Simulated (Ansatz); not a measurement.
# Is Rh-Al-Al-Rh stack of (111) layers a stable metal?, part 2 of 2

Question: is the lattice of Rh-Al-Al-Rh stack of (111) layers stable, and if so, what are its coupling constant and resistivity?

Ansatz 0.2.0; DFT PBEsol, scalar-relativistic, plane waves, PAW; PAW set soft_1.

So far: Set-up; Rough relaxation; Relaxation.

## 4. Tight relaxation

Residual forces and stress shift phonon frequencies, so the cell is relaxed again, with tight thresholds and the mesh and smearing of this input.

File input.yaml:

```yaml
crystal:
  lattice:
    - [2.7898234775, 0.0, 0.0]
    - [-1.3949117388, 2.4160580036, 0.0]
    - [0.0, 0.0, 37.8296148056]
  atoms:
    - { symbol: Rh, position: [0.0, 0.0, 0.1592925403] }
    - { symbol: Al, position: [0.3333333333, 0.6666666667, 0.2076366749] }
    - { symbol: Al, position: [0.6666666667, 0.3333333333, 0.2685725092] }
    - { symbol: Rh, position: [0.0, 0.0, 0.3169166438] }
  periodic: [true, true, false]
kpoints:
  mp_grid: { grid: [12, 12, 1] }
hamiltonian:
  xc: pbesol
  pseudopotentials: { kind: paw, azcp: { folder: soft_1 }, xc_functional: pbe }
scf:
  occupations: { method: methfessel_paxton, width: 0.2 }
output:
  forces: true
  stress: true
  eigenvalues: true
relax:
  adjacent_minimum: "off"
  f_tol: 0.001
  max_steps: 60
  cell: { stress_2d_tol: 0.002 }
```

Started as:

```sh
ansatz run input.yaml --threads 4 --pin off --max-ram 12288MiB --backend cpu --events-out ev --progress --plain --runs-dir out
```

Numbers of over 12 decimals in the logs are rounded to 6 here.

Output:

```text
[the first part of the log is left out]
  E_aug_tail   = 0.000251  (compensation charges beyond the density's cutoff)
  E_ewald      = 63494.532893
  E_core_change = 0.590679  (= ΣΔE_core)
  E_smearing   = -0.016585  (= −TS)
  E_closure    = 0.000000  (closes the sum)
  Σ components = -13726.765336   (vs F -13726.765336, Δ=0.00e0)
--- Forces (eV/Å), atoms counted from 1 ---
  atom   1  Rh    -0.00000000     0.00000000    -0.00023811
  atom   2  Al     0.00000000    -0.00000000     0.00035575
[...]
-0.000000       0.000000      -0.000000
  P = ½ c Tr σ = -0.0015 N/m
--- Band table (eV; the first three rows and the last of 19) ---
[...]
--- Relaxed structure (4 steps of the walk, 4 accepted, 1 SCFs on fresh bases) ---
[...]
cell:  # Å, volume = 255.0013 Å³
    - [2.789908, 2.8868464042784083e-11, 0]
    - [-1.394954, 2.416131, 0]
    - [0, 0, 37.8296148056]
  atoms:
    - { symbol: Rh, position: [0, 0, 0.159316] }
    - { symbol: Al, position: [0.333333, 0.666667, 0.207667] }
    - { symbol: Al, position: [0.666667, 0.333333, 0.268542] }
    - { symbol: Rh, position: [0, 0, 0.316893] }
```

Run time: 13 s. Hardware: 4 threads of Arm Neoverse V1, shared host; peak memory 0.59 GiB.

Little changed from the start: no atom moved by 0.005 Å and no cell edge by 0.1 %.

## 5. Lattice stability: q 2×2×1, k 6×6×1

Before any scattering is computed, the phonons show whether the structure is a minimum.

File input.yaml:

```yaml
crystal:
  lattice:
    - [2.7899082313, 0.0, 0.0]
    - [-1.3949541157, 2.4161314025, 0.0]
    - [0.0, 0.0, 37.8296148056]
  atoms:
    - { symbol: Rh, position: [0.0, 0.0, 0.1593163486] }
    - { symbol: Al, position: [0.3333333333, 0.6666666667, 0.2076674054] }
    - { symbol: Al, position: [0.6666666667, 0.3333333333, 0.2685417787] }
    - { symbol: Rh, position: [0.0, 0.0, 0.3168928355] }
  periodic: [true, true, false]
kpoints:
  mp_grid: { grid: [6, 6, 1] }
hamiltonian:
  xc: pbesol
  pseudopotentials: { kind: paw, azcp: { folder: soft_1 }, xc_functional: pbe }
scf:
  occupations: { method: methfessel_paxton, width: 0.2 }
output:
  eigenvalues: true
phonons:
  method: dfpt
  qmesh: [2, 2, 1]
  temperatures: { t_max: 1000, t_step: 50 }
  qpath:
    path:
      - [0.0, 0.0, 0.0]
      - [0.5, 0.0, 0.0]
      - [0.33333333, 0.33333333, 0.0]
      - [0.0, 0.0, 0.0]
    npoints: 10
```

Output:

```text
Warning: crystal.symmetry: narrowed to the stabiliser of the run's FFT grids — unitary ops 12 → 6. A phonons.method: dfpt run fills in the rows of the dynamical matrix that it does not solve by its symmetry operations, which is exact only for operations that map its FFT grids onto themselves: filled in by any other, the frequencies could depend on the order in which like atoms are typed, or, by more than the grids' own error, on where the crystal sits among the grids' points. Excluded: 6 operations. The run can therefore solve more perturbations, solve them on more k-points, or both, and cost more. [rest of the remark cut]
[...]
Crystal: 4 atoms, lattice volume = 255.001 Å³
Basis set: ecut = 420 eV, 5035 PW (Γ), exchange–correlation on 40×40×512 points (8 copies of the dense FFT grid, shifted against one another)
Bands: 24, of which v1, the nominal top of the filled ones, is band 20 counted from 1 (19 counted from 0)
Symmetry: 12 space group operations
k-points: 7 of 36 (irreducible under 6 space group operations, time reversal used)
[...]
SCF iter   1: F=—  HF=-13729.072617 eV  |F-HF|=—  |Δ(HF+E_count)|=         —  Δρ=5.00e-2  dr2=1.98e1  ethr=3.10e-3  ⟨swp⟩=12.0  Hψ=1345  notcnv=0
[...]
SCF iter  13: F=-13726.643484 eV  HF=-13726.643484 eV  |F-HF|=4.51e-10  |Δ(HF+E_count)|=   1.47e-9  S|Δr|=    0.00e0  Δρ=5.32e-8  dr2=6.33e-12  ethr=1.00e-12  ⟨swp⟩=12.7  Hψ=1613  notcnv=0
SCF 1 converged in 13 iterations: F = -13726.643484 eV  dr2 = 6.33e-12
[...]
phonons: the bands overlap, so this run is a metal and interpolates without the dipole-dipole term. If the crystal is really an insulator or semiconductor, its LO-TO splitting is missing
NSCF: frozen V_eff on 7 k-points
WARN: eigensolver did not converge (k=1): 1 band(s) unlocked after 2 eigensolves, warm-restarted (20 sweeps on the last) at ethr=1.32e-12 eV (storage-precision floor; scheduled 1.00e-12 eV) (lowest unlocked band 23, counted from 0; max residual 9.00e-6 eV among the unlocked bands, 9.00e-6 eV over every band; other slots of this pass that fall short are told together in one closing line; warning suppressed until the next SCF loop or pass starts)
WARN: eigensolver did not converge in 3 slots of this pass, the one above among them; of largest residual over every band (k=3): 1 band(s) unlocked (lowest unlocked band 23, counted from 0; max residual 1.97e-4 eV among the unlocked bands, 1.97e-4 eV over every band); of lowest unlocked band (k=1): band 23
[...]
DFPT response loops at q = (0, 0, 0) (fractional): preconditioner auto → none (partly filled bands, converged f_vac=0.732); β = 0.50; Broyden in place of MSR1
[...]
SCF converged after 13 iterations
Stability not checked: this state was not tested for a lower state beside it, because cold or Methfessel-Paxton smearing, or corrected tetrahedra, fill the levels in a way that the test cannot read (fill_not_monotonic; see scf.lower_state_search)
Free energy (F): -13726.643484 eV
[...]
Internal energy: -13726.598014 eV  (E = F + TS)
E sigma→0 (E₀):  -13726.632117 eV
Entropy (-TS):   -0.045470 eV (-11.367 meV/atom)
Fermi energy:    -4.611583 eV
[...]
--- Band table (eV; the first three rows and the last of 7) ---
  k-point 0: bands = [... 16 lower, -6.7412, -5.3549, -5.1223, -5.1223, -5.1200, -5.1200, -4.4996, -0.8307]
  k-point 1: bands = [... 16 lower, -6.3301, -6.1405, -6.1401, -5.2876, -5.2840, -4.2431, -2.9200, -0.1540]
  k-point 2: bands = [... 16 lower, -5.6811, -5.6743, -5.6679, -4.6275, -4.6273, -3.5751, -2.6680, -0.3498]
  k-point 6: bands = [... 16 lower, -6.7645, -6.7645, -5.3984, -5.3984, -4.4664, -2.3787, -0.9385, -0.9385]
--- Phonons (Γ-DFPT): 8 representative perturbations + reference (Σ response iterations 44) ---
  ASR residual: 3.273e-5 → 0.000e0 eV/Å²; symmetrization residual: 1.096e-5 eV/Å²
  The last average, over the group as it would stand without the narrowing to the FFT grids, took up to 4.470e-6 eV/Å² of the zone centre's force constants
  ASR residual per site (eV/Å²): 2.99e-5 2.16e-5 1.74e-5 3.27e-5
  Γ frequencies (cm⁻¹): 0.00 0.00 0.00 46.65 46.65 119.92 178.95 178.95 199.34 199.34 335.47 337.32
--- Phonons (arbitrary-q DFPT): 2 irreducible q on the 2×2×1 mesh ---
  q = [0.0000, 0.0000, 0.0000] (star 1, of the zone-centre solve; hermiticity 2.28e-6, symmetrization 1.03e-11, taken by the last average 4.65e-7): -0.00 0.00 0.00 46.65 46.65 119.92 178.95 178.95 199.34 199.34 335.47 337.32
  q = [0.0000, -0.5000, 0.0000] (star 3, 12 solved perturbations on 13 of 36 k-point pairs; hermiticity 8.80e-6, symmetrization 1.47e-5, taken by the last average 3.15e-7): -50.80 28.61 122.72 134.19 154.95 159.65 242.48 252.37 323.83 344.15 384.63 393.88
  sum rule: each row above includes the acoustic sum rule's correction from the zone centre's row sums; it moved no ω² by more than (0.47 cm⁻¹)²
  mesh force constants: q→R imaginary residual 2.34e-17; ASR residual 3.273e-5 → 0.000e0 eV/Å²; symmetrization residual 7.105e-15 eV/Å²
  interpolated dispersion: 31 rows × 12 modes
  density of states and harmonic sums: on the 26×26×1 q-mesh, interpolated from the force constants of a 2×2×1 supercell (no non-analytic term)
  largest difference from the sums on the solved wave vectors: F 1.51e-1 eV, S 2.26e-4 and C_V 7.50e-5 eV/K
  zero-point energy: 0.148132 eV/cell   skipped modes (ω ≤ 0): 46, of them read as no rigid motion or as one in doubt: 43 (6.257e-1 modes/cell left out, lowest -50.80 cm⁻¹)   left out of the sums: 5.25e-2 of the cell's modes: C_V's classical limit lies that fraction below 3 k_B per atom; for a crystal, a wire or a layer, F and S can be off by more, and a phonons.interpolated_qmesh denser along its periods is the remedy for the sampling
```

Wall time 72 s (4 threads); peak memory 0.89 GiB; 4.5 min of CPU time.

The column dr2 measures how far the density is from self-consistency, as an energy; F and HF (Harris–Foulkes) agree once it is small.

This step gave:

```yaml
share_of_imaginary_modes_in_the_plain_interpolation_between_solved_wavevectors: 0.0499
highest_frequency_solved_or_plainly_interpolated: 393.9 cm⁻¹
```

Solved on the 2×2×1 mesh alone; all other wavevectors are interpolated. The phonon branches at the labelled points (cm⁻¹):

| point | branch 1 | branch 2 | branch 3 | branch 4 | branch 9 | branch 10 | branch 11 | branch 12 |
| --- | --- | --- | --- | --- | --- | --- | --- | --- |
| Γ | 0 | 0 | 0 | 47 | 199 | 199 | 336 | 337 |
| halfway | -32 | 52 | 88 | 99 | 296 | 307 | 336 | 344 |
| M | -51 | 29 | 123 | 134 | 324 | 344 | 385 | 394 |
| halfway | 39 | 61 | 122 | 130 | 328 | 341 | 372 | 380 |
| K | 91 | 91 | 112 | 112 | 336 | 343 | 343 | 348 |
| halfway | 5 | 56 | 88 | 106 | 310 | 318 | 341 | 343 |
| Γ | 0 | 0 | 0 | 47 | 199 | 199 | 336 | 337 |

Lowest modes at the softest wavevector of the mesh. The modes at q = (0.500, 0.000, 0.000) (shares of kinetic energy by element, %) (negative means imaginary):

| mode | frequency (cm⁻¹) | Rh % | Al % |
| --- | --- | --- | --- |
| 1 | -50.8 | 93 | 7 |
| 2 | 28.6 | 94 | 6 |
| 3 | 122.7 | 86 | 14 |
| 4 | 134.2 | 88 | 12 |
| 5 | 154.9 | 94 | 6 |
| 6 | 159.6 | 95 | 5 |

Displacements in mode 1 (-50.8 cm⁻¹), the largest set to 1, in the home cell:
```
Rh1  1.00  0.58  0.24
Al2 -0.01 -0.01  0.64
Al3 -0.01 -0.01  0.64
Rh4 -1.00 -0.58 -0.24
```

Displacements in mode 5 (154.9 cm⁻¹), the largest set to 1, in the home cell:
```
Rh1 -0.22 -0.13  1.00
Al2  0.40  0.23  0.19
Al3 -0.40 -0.23 -0.19
Rh4 -0.22 -0.13  1.00
```

Among the solved wavevectors the lowest mode, translations apart, is -50.8 cm⁻¹, imaginary.

## 6. Phonons by linear response: q 3×3×1, k 9×9×1

An imaginary mode on so few k-points may come from the sampling, so the phonons are repeated with another q and k mesh.

input.yaml: that of step 5 with these lines changed.

```diff
@@ -12,3 +12,3 @@
 kpoints:
-  mp_grid: { grid: [6, 6, 1] }
+  mp_grid: { grid: [9, 9, 1] }
 hamiltonian:
@@ -22,3 +22,3 @@
   method: dfpt
-  qmesh: [2, 2, 1]
+  qmesh: [3, 3, 1]
   temperatures: { t_max: 1000, t_step: 50 }
```

Output:

```text
[...]
Crystal: 4 atoms, lattice volume = 255.001 Å³
Basis set: ecut = 420 eV, 5035 PW (Γ), exchange–correlation on 40×40×512 points (8 copies of the dense FFT grid, shifted against one another)
Bands: 24, of which v1, the nominal top of the filled ones, is band 20 counted from 1 (19 counted from 0)
Symmetry: 12 space group operations
k-points: 12 of 81 (irreducible under 6 space group operations, time reversal used)
[...]
SCF iter   1: F=—  HF=-13729.114593 eV  |F-HF|=—  |Δ(HF+E_count)|=         —  Δρ=5.00e-2  dr2=1.94e1  ethr=3.10e-3  ⟨swp⟩=13.2  Hψ=2385  notcnv=0
[...]
SCF iter  13: F=-13726.735930 eV  HF=-13726.735930 eV  |F-HF|=8.91e-11  |Δ(HF+E_count)|=  2.91e-10  S|Δr|=    0.00e0  Δρ=2.98e-8  dr2=4.20e-12  ethr=1.00e-12  ⟨swp⟩=8.1  Hψ=1887  notcnv=0
SCF 1 converged in 13 iterations: F = -13726.735930 eV  dr2 = 4.20e-12
[...]
SCF converged after 13 iterations
[...]
Free energy (F): -13726.735930 eV
[...]
Internal energy: -13726.716120 eV  (E = F + TS)
E sigma→0 (E₀):  -13726.730977 eV
Entropy (-TS):   -0.019810 eV (-4.953 meV/atom)
Fermi energy:    -4.692516 eV
[...]
--- Band table (eV; the first three rows and the last of 12) ---
  k-point 0: bands = [... 16 lower, -6.8096, -5.3912, -5.1831, -5.1831, -5.1807, -5.1807, -4.5374, -0.8930]
  k-point 1: bands = [... 16 lower, -6.5335, -6.0203, -5.9783, -5.2636, -5.2606, -4.6356, -3.5951, -0.5630]
  k-point 2: bands = [... 16 lower, -6.6131, -5.8183, -5.8168, -5.4164, -5.4128, -3.9173, -2.3664, -0.0813]
  k-point 11: bands = [... 16 lower, -6.8249, -6.8249, -5.5235, -5.5235, -4.5543, -2.4581, -1.0307, -1.0307]
[...]
ASR residual: 4.317e-5 → 0.000e0 eV/Å²; symmetrization residual: 1.441e-5 eV/Å²
[...]
ASR residual per site (eV/Å²): 3.11e-5 1.33e-5 1.10e-5 4.32e-5
[...]
--- Phonons (arbitrary-q DFPT): 3 irreducible q on the 3×3×1 mesh ---
[...]
q = [0.3333, 0.3333, 0.0000] (star 2, 8 solved perturbations in 256 linear systems a pass and spin channel, the states on 45 of 81 k-point pairs; hermiticity 9.58e-7, symmetrization 9.93e-8, taken by the last average 4.73e-7): -80.44 -80.44 -51.08 -51.08 163.42 166.87 319.74 319.74 341.79 347.08 347.08 355.83
[...]
interpolated dispersion: 31 rows × 12 modes
[...]
```

It took 3.8 min on 4 threads; peak memory 1.2 GiB.

Numbers from this step:

```yaml
share_of_imaginary_modes_in_the_plain_interpolation_between_solved_wavevectors: 0.0242
highest_frequency_solved_or_plainly_interpolated: 407.9 cm⁻¹
```

Solved on the 3×3×1 mesh alone; all other wavevectors are interpolated. Phonon branches along the path, in cm⁻¹:

| point | branch 1 | branch 2 | branch 3 | branch 4 | branch 9 | branch 10 | branch 11 | branch 12 |
| --- | --- | --- | --- | --- | --- | --- | --- | --- |
| Γ | 0 | 0 | 0 | 44 | 199 | 199 | 340 | 408 |
| halfway | 82 | 107 | 113 | 126 | 284 | 290 | 352 | 383 |
| M | 88 | 90 | 105 | 114 | 329 | 342 | 385 | 387 |
| halfway | 30 | 43 | 62 | 78 | 333 | 337 | 376 | 376 |
| K | -80 | -80 | -51 | -51 | 342 | 347 | 347 | 356 |
| halfway | 92 | 110 | 113 | 128 | 298 | 301 | 356 | 377 |
| Γ | 0 | 0 | 0 | 44 | 199 | 199 | 340 | 408 |

Lowest modes at the softest wavevector of the mesh. The modes at q = (0.333, 0.333, 0.000) (shares of kinetic energy by element, %) (negative means imaginary):

| mode | frequency (cm⁻¹) | Rh % | Al % |
| --- | --- | --- | --- |
| 1 | -80.4 | 98 | 2 |
| 2 | -80.4 | 98 | 2 |
| 3 | -51.1 | 95 | 5 |
| 4 | -51.1 | 95 | 5 |
| 5 | 163.4 | 92 | 8 |
| 6 | 166.9 | 93 | 7 |

Displacements in mode 1 (-80.4 cm⁻¹), the largest set to 1, in the home cell (x, y, z of the real part, then of the imaginary part):
```
Rh1  0.03 -0.58  0.00  0.12  0.01  0.00
Al2  0.00 -0.04 -0.24  0.04  0.00  0.01
Al3  0.15 -0.10 -0.03 -0.10 -0.15 -0.05
Rh4 -0.05  1.00  0.00 -0.82 -0.04  0.00
```

Displacements in mode 5 (163.4 cm⁻¹), the largest set to 1, in the home cell (x, y, z of the real part, then of the imaginary part):
```
Rh1  0.00  0.00  1.00  0.00  0.00  0.00
Al2  0.00  0.40  0.00  0.40  0.00  0.00
Al3 -0.35 -0.20  0.00  0.20 -0.35  0.00
Rh4  0.00  0.00  1.00  0.00  0.00  0.00
```

The modes has structure finer than the step of the table below, so its rows give means over 20 cm⁻¹, whole bins alone (the curve runs from -90.4 to 430 cm⁻¹). Peaks (cm⁻¹: height): Al 106.0: 0.00923, 256.6: 0.0295, 322.1: 0.0344, 345.0: 0.0539, 374.5: 0.0491; Rh 109.3: 0.0761, 158.4: 0.0545.

Phonopy on the run's constants, 21x21x1 mesh, Gaussian sigma 3.7 cm⁻¹. Modes against wavenumber; means over each step; values in 1/cm⁻¹/cell:

| wavenumber (cm⁻¹) | Al | Rh |
| --- | --- | --- |
| -80 | 4.0e-5 | 0.00247 |
| -60 | 9.7e-5 | 0.00444 |
| -40 | 1.9e-4 | 0.00440 |
| -20 | 1.2e-4 | 0.00268 |
| 0 | 1.2e-4 | 5.4e-4 |
| 20 | 6.7e-4 | 0.00703 |
| 40 | 0.00122 | 0.00990 |
| 60 | 0.00219 | 0.0188 |
| 80 | 0.00378 | 0.0336 |
| 100 | 0.00778 | 0.0636 |
| 120 | 0.00482 | 0.0503 |
| 140 | 0.00222 | 0.0346 |
| 160 | 0.00288 | 0.0402 |
| 180 | 0.00373 | 0.00224 |
| 200 | 0.0105 | 0.00207 |
| 220 | 0.0171 | 0.00243 |
| 240 | 0.0244 | 0.00230 |
| 260 | 0.0262 | 0.00173 |
| 280 | 0.0195 | 0.00102 |
| 300 | 0.0197 | 0.00108 |
| 320 | 0.0303 | 0.00242 |
| 340 | 0.0386 | 0.00403 |
| 360 | 0.0372 | 0.00411 |
| 380 | 0.0388 | 0.00324 |
| 400 | 0.00765 | 7.6e-4 |
| 420 | 2.8e-4 | 2.7e-5 |

No LO-TO term; unit eigenvectors of the mass-weighted matrix. Modes at Γ, with each element's share of the kinetic energy:

| mode | frequency (cm⁻¹) | symmetry | Rh % | Al % |
| --- | --- | --- | --- | --- |
| 1 | 0.0 | unnamed | 79 | 21 |
| 2 | 0.0 | unnamed | 79 | 21 |
| 3 | 0.0 | unnamed | 79 | 21 |
| 4 | 44.0 | Eg | 88 | 12 |
| 5 | 44.0 | Eg | 88 | 12 |
| 6 | 114.9 | A1g | 92 | 8 |
| 7 | 177.3 | Eu | 21 | 79 |
| 8 | 177.3 | Eu | 21 | 79 |
| 9 | 199.4 | Eg | 12 | 88 |
| 10 | 199.4 | Eg | 12 | 88 |
| 11 | 339.7 | A2u | 21 | 79 |
| 12 | 407.9 | A1g | 8 | 92 |

Displacements in mode 4 (44.0 cm⁻¹), the largest set to 1:
```
Rh1 -0.02 -1.00  0.00
Al2 -0.02 -0.71  0.00
Al3  0.02  0.71  0.00
Rh4  0.02  1.00  0.00
```

Displacements in mode 8 (177.3 cm⁻¹), the largest set to 1:
```
Rh1 -0.26 -0.22  0.00
Al2  1.00  0.84  0.00
Al3  1.00  0.84  0.00
Rh4 -0.26 -0.22  0.00
```

Among the solved wavevectors the lowest mode, translations apart, is -80.4 cm⁻¹, imaginary.

## 7. Outcome

| Item | Value |
| --- | --- |
| phonon run of the rows without a label of their own | PBEsol, q 3×3×1, k 9×9×1 |
| softest mode on the q mesh | -80.4 cm⁻¹ at q = (0.333, 0.333, 0) |
| highest frequency, solved or plainly interpolated | 408 cm⁻¹ |

The lattice is dynamically unstable at this level: a mode at q = (0.333, 0.333, 0) is imaginary, 80.4i cm⁻¹, so no harmonic coupling constant or resistivity is defined for this structure. These meshes are coarse, and single modes of a metal can move by tens of cm⁻¹ with the k mesh. The coarser mesh found an imaginary mode at another wavevector, which this mesh lacks. The PAW files were made for PBE; under other functionals the run regenerates their frozen core. The structure was built by hand as an ordered model, and its stability against other phases was not tested.

[Logs are printed without paths, hosts, clocks, repeated set-up lines and the standing remarks that a program may print on its own settings, such as how far it seeks lower states.]

[Hosts, paths, dates, database ids (printed as entryN), source tags and the programs' standing remarks are cut or masked in the printed files.]
